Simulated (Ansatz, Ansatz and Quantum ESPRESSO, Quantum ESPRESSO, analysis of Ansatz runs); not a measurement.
# Na2CrO4 (Cmcm), V_Na hop (3.8 Å): one hop, two programs (q = −1) (Ansatz and Quantum ESPRESSO)

Aim: the barrier of one jump in Na2CrO4 (Cmcm) (V_Na hop (3.8 Å), charge −1) from two independent programs, on a cell of 56 host atoms with 1 Na taken out. The second starts from the first's relaxed ends and band.

Method: two programs on one path, in Ansatz and Quantum ESPRESSO.

### 1. The structure

The cell holds 55 atoms: 15 Na, 8 Cr and 32 O. Cell: a = 11.628 Å, b = 9.203 Å, c = 10.917 Å, α = 70.0°, β = 48.1°, γ = 61.9°. It derives from Na2CrO4 (space group Cmcm). Nearest the centre at fractional (0.359, 0.516, 0.734): O53 at 1.66 Å, Na9 at 1.84 Å, O37 at 2.13 Å, O31 at 2.52 Å, O43 at 2.73 Å, Cr21 at 2.87 Å, Cr20 at 2.98 Å, O24 at 3.05 Å. The cell carries charge −1.

The cell's shortest repeat is 9.2 Å.

### 2. The band in Ansatz

5 movable images are laid between the ends on a pair-potential path, which keeps atoms from colliding in the first guess. Each image feels the true force across the path and a spring force along it. The highest image is set to climb to the top of the path.

Method: plane-wave PAW DFT, PBEsol, at one point at (¼, ¼, ¼).

Input file qm1.neb/input.yaml:

```yaml
crystal:
  lattice:
    - [0.0, 9.21092277, 7.09648259]
    - [5.85930775, 0.0, 7.09648259]
    - [5.85930775, 9.21092277, 0.0]
  atoms:
    - { symbol: Na, position: [0.03159853, 0.21770801, 0.28299875] }
    - { symbol: Na, position: [0.03262466, 0.21853609, 0.78215528] }
    - { symbol: Na, position: [0.53122268, 0.716627, 0.28353823] }
    - { symbol: Na, position: [0.53186168, 0.71757586, 0.78322775] }
    - { symbol: Na, position: [0.4596492, 0.28993954, 0.22954873] }
    - { symbol: Na, position: [0.96537137, 0.78438963, 0.21588639] }
    - { symbol: Na, position: [0.97984696, 0.76965127, 0.70893275] }
    - { symbol: Na, position: [0.24839028, 0.75378546, 0.24570742] }
    - { symbol: Na, position: [0.25585348, 0.7409926, 0.74826454] }
    - { symbol: Na, position: [0.74547028, 0.25135053, 0.25868144] }
    - { symbol: Na, position: [0.74135756, 0.24746385, 0.75204183] }
    - { symbol: Na, position: [0.00880528, 0.49377231, -0.00450936] }
    - { symbol: Na, position: [-0.0042281, 0.50112595, 0.49822512] }
    - { symbol: Na, position: [0.50192759, 0.00833836, -0.00855754] }
    - { symbol: Na, position: [0.49810963, 0.00387529, 0.50596017] }
    - { symbol: Cr, position: [0.19803442, 0.05137749, 0.44807117] }
    - { symbol: Cr, position: [0.19469974, 0.04926121, 0.95005133] }
    - { symbol: Cr, position: [0.70028652, 0.55507321, 0.44448028] }
    - { symbol: Cr, position: [0.69826018, 0.55139083, 0.94814955] }
    - { symbol: Cr, position: [0.30382062, 0.4457765, 0.0540158] }
    - { symbol: Cr, position: [0.29663684, 0.45280729, 0.54649994] }
    - { symbol: Cr, position: [0.80117834, 0.94836514, 0.05096819] }
    - { symbol: Cr, position: [0.80414047, 0.94523575, 0.55347104] }
    - { symbol: O, position: [0.15913167, 0.40227221, 0.09654891] }
    - { symbol: O, position: [0.1501903, 0.41104433, 0.58935471] }
    - { symbol: O, position: [0.65573723, 0.9062598, 0.09358839] }
    - { symbol: O, position: [0.65824471, 0.90296399, 0.59720419] }
    - { symbol: O, position: [0.14979318, 0.90373181, 0.09563592] }
    - { symbol: O, position: [0.15823623, 0.90473628, 0.59170022] }
    - { symbol: O, position: [0.65536051, 0.40784686, 0.09485363] }
    - { symbol: O, position: [0.66425544, 0.41175265, 0.5878673] }
    - { symbol: O, position: [0.34233606, 0.09357707, 0.40752476] }
    - { symbol: O, position: [0.33896799, 0.08452687, 0.91293907] }
    - { symbol: O, position: [0.84637136, 0.59961194, 0.3988531] }
    - { symbol: O, position: [0.8454908, 0.59061616, 0.90470416] }
    - { symbol: O, position: [0.33935075, 0.59841155, 0.40030585] }
    - { symbol: O, position: [0.34743449, 0.59020881, 0.90809966] }
    - { symbol: O, position: [0.84663863, 0.09074388, 0.40861557] }
    - { symbol: O, position: [0.8438368, 0.09323991, 0.90548075] }
    - { symbol: O, position: [0.02858016, 0.21870502, 0.01203439] }
    - { symbol: O, position: [0.02988042, 0.21735794, 0.51192393] }
    - { symbol: O, position: [0.53268559, 0.71993347, 0.00932795] }
    - { symbol: O, position: [0.53123, 0.72154809, 0.5090445] }
    - { symbol: O, position: [0.46257708, 0.28624767, 0.47778757] }
    - { symbol: O, position: [0.46946531, 0.28005376, 1.00244262] }
    - { symbol: O, position: [0.97149646, 0.77773262, 0.485271] }
    - { symbol: O, position: [0.96812675, 0.78107403, 0.98908595] }
    - { symbol: O, position: [0.26091834, 0.99060917, 0.27999908] }
    - { symbol: O, position: [0.25819585, 0.98798344, 0.78121462] }
    - { symbol: O, position: [0.76141177, 0.49058486, 0.27841879] }
    - { symbol: O, position: [0.75870904, 0.48793179, 0.78264903] }
    - { symbol: O, position: [0.23565985, 0.51419063, 0.22131065] }
    - { symbol: O, position: [0.22829753, 0.52163379, 0.71249148] }
    - { symbol: O, position: [0.7391102, 0.01081852, 0.21791675] }
    - { symbol: O, position: [0.75259553, -0.00289778, 0.71899448] }
total_charge: -1
basis:
  ecutwfc: 420
  xc_grid: 2
hamiltonian:
  xc: pbesol
kpoints:
  mp_grid: { grid: [1, 1, 1], shift: [0.25, 0.25, 0.25] }
scf:
  occupations: { method: fixed }
  max_iter: 150
output:
  forces: true
neb:
  images: 5
  f_tol: 0.04
  climbing: true
  initial_path: idpp
  max_iterations: 45
  order_check: false
  final_atoms:
    - { symbol: Na, position: [0.03019051, 0.21410876, 0.28728874] }
    - { symbol: Na, position: [0.04432212, 0.1894428, 0.77654632] }
[... 6 atom lines left out ...]
    - { symbol: Na, position: [0.45004727, 0.31584236, 0.72745742] }
[... 2 atom lines left out ...]
    - { symbol: Na, position: [-0.00532864, 0.49919161, 0.00326348] }
[... 5 atom lines left out ...]
    - { symbol: Cr, position: [0.70790325, 0.55348763, 0.44163724] }
[... 1 atom line left out ...]
    - { symbol: Cr, position: [0.299498, 0.4426934, 0.05666778] }
    - { symbol: Cr, position: [0.29640769, 0.44103827, 0.55410493] }
[... 2 atom lines left out ...]
    - { symbol: O, position: [0.15403982, 0.39987157, 0.09956119] }
[... 6 atom lines left out ...]
    - { symbol: O, position: [0.66279002, 0.41163833, 0.59144348] }
[... 5 atom lines left out ...]
    - { symbol: O, position: [0.33907643, 0.58475244, 0.91102147] }
[... 5 atom lines left out ...]
    - { symbol: O, position: [0.54800082, 0.72445014, 0.50405096] }
    - { symbol: O, position: [0.46971012, 0.28151884, 0.49146398] }
[... 2 atom lines left out ...]
    - { symbol: O, position: [0.95053324, 0.77540411, 1.00135567] }
[... 5 atom lines left out ...]
    - { symbol: O, position: [0.22344729, 0.50350829, 0.72481174] }
[... 1 atom line left out ...]
    - { symbol: O, position: [0.74587645, 0.00622701, 0.72093648] }
```

Run with:

```console
$ ansatz run input.yaml --threads 16 --pin off --max-ram 26378MiB --backend cpu --events-out ev --progress --plain --runs-dir out
```

Numbers of over 12 decimals in the logs are rounded to 6 here.

What it wrote:

```text
[... repeated set-up lines and file paths are left out, and long positions are rounded to six places ...]
Warning: neb: disabling space-group detection — the band's intermediate images generally break the endpoint symmetry, so the full k-mesh is solved, and no spatial operation symmetrises the density, except that a semilocal band can use its path's symmetry [...]
Engine: ansatz 0.2.0, aarch64-unknown-linux-gnu
Pseudopotentials: kind: paw
Pseudopotential: Na, paw, valence charge 9, recommended cutoff 420 eV (normal), Na.paw.azcp
Pseudopotential: Cr, paw, valence charge 14, recommended cutoff 420 eV (normal), Cr.paw.azcp
Pseudopotential: O, paw, valence charge 6, recommended cutoff 420 eV (normal), O.paw.azcp
Functional definition: PBEsol
  exchange = pbesol_x
  correlation = pbesol_c
parallel-image band execution: 5 concurrent image workers
NEB image 0
Crystal: 55 atoms, lattice volume = 765.989 Å³
Basis set: ecut = 420 eV, 15027 PW (Γ), exchange–correlation on 160×128×150 points (8 copies of the dense FFT grid, shifted against one another)
Bands: 275, of which v1, the nominal top of the filled ones, is band 220 counted from 1 (219 counted from 0)
Symmetry: 1 space group operations
k-points: 1
Non-local potential: Na, projectors of the file, l = 0: 3, l = 1: 2, l = 2: 1
Non-local potential: Cr, projectors of the file, l = 0: 3, l = 1: 2, l = 2: 3, l = 3: 1
Non-local potential: O, projectors of the file, l = 0: 2, l = 1: 2, l = 2: 1
PAW form: soft (Blöchl's): semilocal exchange-correlation on the pseudo side does not see the compensation charge
[...]
- { symbol: Na, position: [0.052163, 0.182841, 0.770886] }
    - { symbol: Na, position: [0.512638, 0.721197, 0.297965] }
    - { symbol: Na, position: [0.503697, 0.742221, 0.800129] }
    - { symbol: Na, position: [0.466949, 0.281822, 0.228640] }
    - { symbol: Na, position: [0.983641, 0.788334, 0.194390] }
    - { symbol: Na, position: [0.980625, 0.776722, 0.721632] }
    - { symbol: Na, position: [0.245791, 0.754085, 0.250213] }
[...]
- { symbol: Na, position: [-0.004324, 0.497629, 0.000247] }
    - { symbol: Na, position: [-0.015361, 0.504878, 0.506415] }
    - { symbol: Na, position: [0.503968, 0.003024, -0.006123] }
    - { symbol: Na, position: [0.504863, -0.005425, 0.500861] }
    - { symbol: Cr, position: [0.201115, 0.051807, 0.444673] }
    - { symbol: Cr, position: [0.200092, 0.063025, 0.948573] }
    - { symbol: Cr, position: [0.712114, 0.552729, 0.433910] }
    - { symbol: Cr, position: [0.693109, 0.554442, 0.947397] }
    - { symbol: Cr, position: [0.300982, 0.442051, 0.066053] }
    - { symbol: Cr, position: [0.288595, 0.443398, 0.548672] }
    - { symbol: Cr, position: [0.794294, 0.944786, 0.057729] }
    - { symbol: Cr, position: [0.804487, 0.944184, 0.555277] }
    - { symbol: O, position: [0.157613, 0.405464, 0.098678] }
    - { symbol: O, position: [0.155973, 0.388031, 0.580643] }
    - { symbol: O, position: [0.645225, 0.904764, 0.105801] }
    - { symbol: O, position: [0.657656, 0.901468, 0.601319] }
    - { symbol: O, position: [0.164926, 0.910568, 0.088618] }
    - { symbol: O, position: [0.159413, 0.908544, 0.589053] }
    - { symbol: O, position: [0.653906, 0.410281, 0.094188] }
    - { symbol: O, position: [0.685306, 0.401662, 0.573457] }
[...]
- { symbol: O, position: [0.231530, 0.509813, 0.233218] }
    - { symbol: O, position: [0.206996, 0.512829, 0.721285] }
    - { symbol: O, position: [0.736734, 0.012821, 0.219979] }
    - { symbol: O, position: [0.751742, 0.000972, 0.719439] }
[key lines of the parts left out:]
SCF converged after 10 iterations
Free energy (F): -66898.898418 eV
Fermi energy:    2.718140 eV
```

It took 5.1 min on 16 threads of Arm Neoverse N1, shared host; peak memory 6 GiB; 66 min of CPU time.

The band met its tolerance of 0.04 eV/Å after 8 iterations, with image 4 on top (the start counts as 0). Na9, which moves farthest between the ends, has 6 O at 2.35 to 2.45 Å nearest at the start and 3 O at 2.18 to 2.28 Å at the top.

### 3. The band in Quantum ESPRESSO

5 movable images are laid between the ends on the band that Ansatz converged, shifted to this program's ends. Each image feels the true force across the path and a spring force along it. The highest image is set to climb to the top of the path.

Method: Quantum ESPRESSO plane-wave DFT, PBEsol, GBRV 1.5 PBEsol potentials, at one point at (¼, ¼, ¼).

Input file neb.in:

```
BEGIN
BEGIN_PATH_INPUT
&PATH
  restart_mode = 'from_scratch'
  string_method = 'neb'
  nstep_path = 45
  ds = 1.5
  opt_scheme = 'broyden'
  num_of_images = 7
  k_max = 0.3
  k_min = 0.2
  CI_scheme = 'auto'
  path_thr = 0.05
/
END_PATH_INPUT
BEGIN_ENGINE_INPUT
&CONTROL
  prefix = 'pwscf'
  outdir = './tmp'
  pseudo_dir = './pseudo'
  disk_io = 'low'
/
&SYSTEM
  ibrav = 0
  nat = 55
  ntyp = 3
  ecutwfc = 40
  ecutrho = 324
  nbnd = 224
  occupations = 'fixed'
  tot_charge = -1
  nosym = .true.
/
&ELECTRONS
  conv_thr = 6d-08
  electron_maxstep = 100
  mixing_beta = 0.5
/
ATOMIC_SPECIES
Na    22.9898 na_pbesol_v1.5.uspp.F.UPF
Cr    51.9961 cr_pbesol_v1.5.uspp.F.UPF
O     15.9990 o_pbesol_v1.2.uspp.F.UPF
CELL_PARAMETERS angstrom
   0.0000000000    9.2109227732    7.0964825921
   5.8593077484    0.0000000000    7.0964825921
   5.8593077484    9.2109227732    0.0000000000
BEGIN_POSITIONS
FIRST_IMAGE
ATOMIC_POSITIONS crystal
Na     0.0316240158    0.2176877806    0.2830140290
Na     0.0326215259    0.2185665765    0.7821190805
Na     0.5312012663    0.7166305121    0.2835281499
Na     0.5318842828    0.7175565437    0.7832395862
Na     0.4596036769    0.2899846365    0.2296132670
Na     0.9653695482    0.7843976618    0.2158711153
Na     0.9799120865    0.7695874414    0.7088969640
Na     0.2484217812    0.7538188109    0.2456724059
Na     0.2558263281    0.7409863953    0.7482714802
Na     0.7454322567    0.2513443735    0.2586893776
Na     0.7413949407    0.2474679261    0.7520408607
Na     0.0088058607    0.4937954454   -0.0045305027
Na    -0.0042731893    0.5010976890    0.4982651475
Na     0.5019254680    0.0083004300   -0.0085284047
Na     0.4981116197    0.0039047653    0.5059351556
Cr     0.1980230181    0.0513903204    0.4480711680
Cr     0.1946961520    0.0493064743    0.9500116911
Cr     0.7002418942    0.5550727765    0.4444843236
Cr     0.6982440690    0.5514046581    0.9481483117
Cr     0.3038373976    0.4457581585    0.0540269966
Cr     0.2966737836    0.4527713900    0.5465246419
Cr     0.8011938410    0.9483499327    0.0509731501
Cr     0.8041586628    0.9452184705    0.5534785484
O      0.1589797373    0.4022481732    0.0965569934
O      0.1500637651    0.4110163155    0.5893614229
O      0.6555828228    0.9062387248    0.0935973124
O      0.6580731393    0.9029644263    0.5972246735
O      0.1498186416    0.9035816396    0.0957616671
O      0.1582090762    0.9045978405    0.5918805091
O      0.6553971408    0.4076375506    0.0949750011
O      0.6641363022    0.4115407894    0.5880624602
O      0.3425244396    0.0935636881    0.4074970337
O      0.3391694143    0.0846574650    0.9128149843
O      0.8465095086    0.5995927950    0.3988697923
O      0.8456113818    0.5906578461    0.9047401383
O      0.3393491134    0.5985632712    0.4001841686
O      0.3474491378    0.5903633599    0.9079332440
O      0.8466287619    0.0909312332    0.4084777886
O      0.8438407949    0.0934087090    0.9053282189
O      0.0283510022    0.2188963274    0.0121544369
O      0.0296392691    0.2175712874    0.5120302497
O      0.5324669779    0.7201776864    0.0094175781
O      0.5310378495    0.7217674872    0.5091252447
O      0.4628167488    0.2860231163    0.4776990316
O      0.4696717306    0.2798421994    1.0023842489
O      0.9716929992    0.7775337279    0.4851686101
O      0.9683424013    0.7808613411    0.9889712816
O      0.2610302347    0.9905239903    0.2797644912
O      0.2582750523    0.9878594923    0.7810279249
O      0.7615246818    0.4905147376    0.2781908983
O      0.7587952433    0.4878220969    0.7824312493
O      0.2355476104    0.5142981544    0.2215116011
O      0.2282176469    0.5217333809    0.7127106575
O      0.7390027033    0.0109280855    0.2181305541
O      0.7525485997   -0.0028457884    0.7191977767
INTERMEDIATE_IMAGE
ATOMIC_POSITIONS crystal
Na     0.0443752408    0.2113937082    0.2744185154
Na     0.0482233519    0.1935099053    0.7723474470
[... 53 atom lines left out ...]
INTERMEDIATE_IMAGE
ATOMIC_POSITIONS crystal
Na     0.0474166889    0.2085237310    0.2711827411
Na     0.0525704932    0.1850925539    0.7703784454
[... 53 atom lines left out ...]
INTERMEDIATE_IMAGE
ATOMIC_POSITIONS crystal
Na     0.0460431843    0.2071187947    0.2723687493
Na     0.0528705427    0.1827583392    0.7706626457
[... 53 atom lines left out ...]
INTERMEDIATE_IMAGE
ATOMIC_POSITIONS crystal
Na     0.0405326571    0.2071757077    0.2784081134
Na     0.0521504879    0.1828454907    0.7708643460
[... 53 atom lines left out ...]
INTERMEDIATE_IMAGE
ATOMIC_POSITIONS crystal
Na     0.0347888951    0.2091979379    0.2836745212
Na     0.0512324764    0.1835425345    0.7705644524
[... 53 atom lines left out ...]
LAST_IMAGE
ATOMIC_POSITIONS crystal
Na     0.0301654890    0.2141294693    0.2872914118
Na     0.0443052813    0.1894348775    0.7765325706
[... 6 atom lines left out ...]
Na     0.4500536285    0.3158708405    0.7274727852
[... 2 atom lines left out ...]
Na    -0.0053287503    0.4991649858    0.0032779888
[... 5 atom lines left out ...]
Cr     0.7078833242    0.5535122839    0.4416260221
[... 1 atom line left out ...]
Cr     0.2994973515    0.4426843499    0.0566791975
Cr     0.2964265982    0.4410287033    0.5541170941
[... 2 atom lines left out ...]
O      0.1538641474    0.3998719160    0.0995761706
[... 6 atom lines left out ...]
O      0.6628013849    0.4114695199    0.5915747173
[... 5 atom lines left out ...]
O      0.3390103151    0.5849286140    0.9108368207
[... 5 atom lines left out ...]
O      0.5477250018    0.7246520559    0.5042320996
O      0.4699409026    0.2813219819    0.4913938903
[... 2 atom lines left out ...]
O      0.9508088477    0.7752213787    1.0011825836
[... 5 atom lines left out ...]
O      0.2233534557    0.5036899301    0.7249975248
[... 1 atom line left out ...]
O      0.7458332853    0.0063036710    0.7211204033
END_POSITIONS
K_POINTS crystal
1
0.25 0.25 0.25 1.0
END_ENGINE_INPUT
END
```

Run with:

```console
$ OMP_NUM_THREADS=1 mpirun -n 16 neb.x -ni 4 -inp neb.in > neb.out
```

What it wrote:

```text
[shortened: banners, details of potentials and solvers, and blank lines are left out]
     path-images division:  nimage    =       4
     initial path length           =  8.2599 bohr
     initial inter-image distance  =  1.3767 bohr
     string_method                 =    neb
     restart_mode                  =    from_scratch
     opt_scheme                    =    broyden
     num_of_images                 =    7
     nstep_path                    =    45
     CI_scheme                     =    auto
     first_last_opt                =    F
     use_freezing                  =    F
     ds                            =    1.5000 a.u.
     k_max                         =    0.3000 a.u.
     k_min                         =    0.2000 a.u.
     path_thr                      =    0.0500 eV / A
     ------------------------------ iteration   1 ------------------------------
     activation energy (->) =   0.617514 eV
     activation energy (<-) =   0.248748 eV
     image        energy (eV)        error (eV/A)        frozen
         1     -52581.9458232            0.014524            T
         2     -52581.8537537            0.983993            F
         3     -52581.5441139            1.169787            F
         4     -52581.3575677            0.208692            F
         5     -52581.3283093            0.083115            F
         6     -52581.4878736            0.229812            F
         7     -52581.5770577            0.018248            T
     climbing image =  5
     path length          =  8.260 bohr
[...]
------------------------------ iteration   6 ------------------------------
     activation energy (->) =   0.617359 eV
     activation energy (<-) =   0.248594 eV
     image        energy (eV)        error (eV/A)        frozen
         1     -52581.9458232            0.014524            T
         2     -52581.7741748            0.044474            F
         3     -52581.4765660            0.038073            F
         4     -52581.3468612            0.041847            F
         5     -52581.3284642            0.048883            F
         6     -52581.4825150            0.033457            F
         7     -52581.5770577            0.018248            T
     climbing image =  5
     path length          =  8.147 bohr
[...]
neb: convergence achieved in   6 iterations
   JOB DONE.
```

Run time: 77 min. Hardware: 16 MPI ranks; peak memory 9.1 GiB; 21 h of CPU time.

The band met its tolerance of 0.05 eV/Å after 6 iterations, with image 4 on top (the start counts as 0). Na9, which moves farthest between the ends, has 6 O at 2.35 to 2.44 Å nearest at the start and 3 O at 2.19 to 2.27 Å at the top.

### 4. Side by side

| program | top over the start (eV) | over the end (eV) | hop length (Å) | movable images | iterations | time |
| --- | --- | --- | --- | --- | --- | --- |
| Ansatz | 0.610 | 0.238 | 3.47 | 5 | 8 | 5.1 min |
| Quantum ESPRESSO | 0.617 | 0.249 | 3.47 | 5 | 6 | 77 min |

Path length (Å) and energy (eV from the start) of each image:

| image | Ansatz, length | Ansatz, energy | Quantum ESPRESSO, length | Quantum ESPRESSO, energy |
| --- | --- | --- | --- | --- |
| 0 | 0.00 | 0.000 | 0.00 | 0.000 |
| 1 | 0.70 | 0.077 | 0.87 | 0.172 |
| 2 | 1.40 | 0.355 | 1.60 | 0.469 |
| 3 | 2.09 | 0.547 | 2.22 | 0.599 |
| 4 | 2.79 | 0.610 | 2.83 | 0.617 |
| 5 | 3.61 | 0.475 | 3.55 | 0.463 |
| 6 | 4.44 | 0.372 | 4.31 | 0.369 |

### 5. Results

| Property | Result |
| --- | --- |
| top over the start, Ansatz | 0.610 eV |
| top over the start, Quantum ESPRESSO | 0.617 eV |
| difference | 0.007 eV |

**Reading.** The tops lie 0.610 and 0.617 eV above the starts, 0.007 eV apart, a factor of 1.3 in a rate at 300 K. At the top the nearest neighbour of Na9 is O at 2.18 Å in Ansatz and O at 2.19 Å in Quantum ESPRESSO. No image-charge correction is applied. Both use the same single k-point, so agreement says nothing of the sampling error. The order of the top as a saddle was not checked for all atoms, so a bent path could be lower. The second band began on the first's path, so iterations and times don't compare, and both may miss the same lower path. Limits: one k-point off the zone centre stands for the whole zone.

[Logs are printed without paths, hosts, clocks, repeated set-up lines and the standing remarks that a program may print on its own settings, such as how far it seeks lower states.]

[Hosts, paths, dates, database ids (printed as entryN), source tags and the programs' standing remarks are cut or masked in the printed files.]
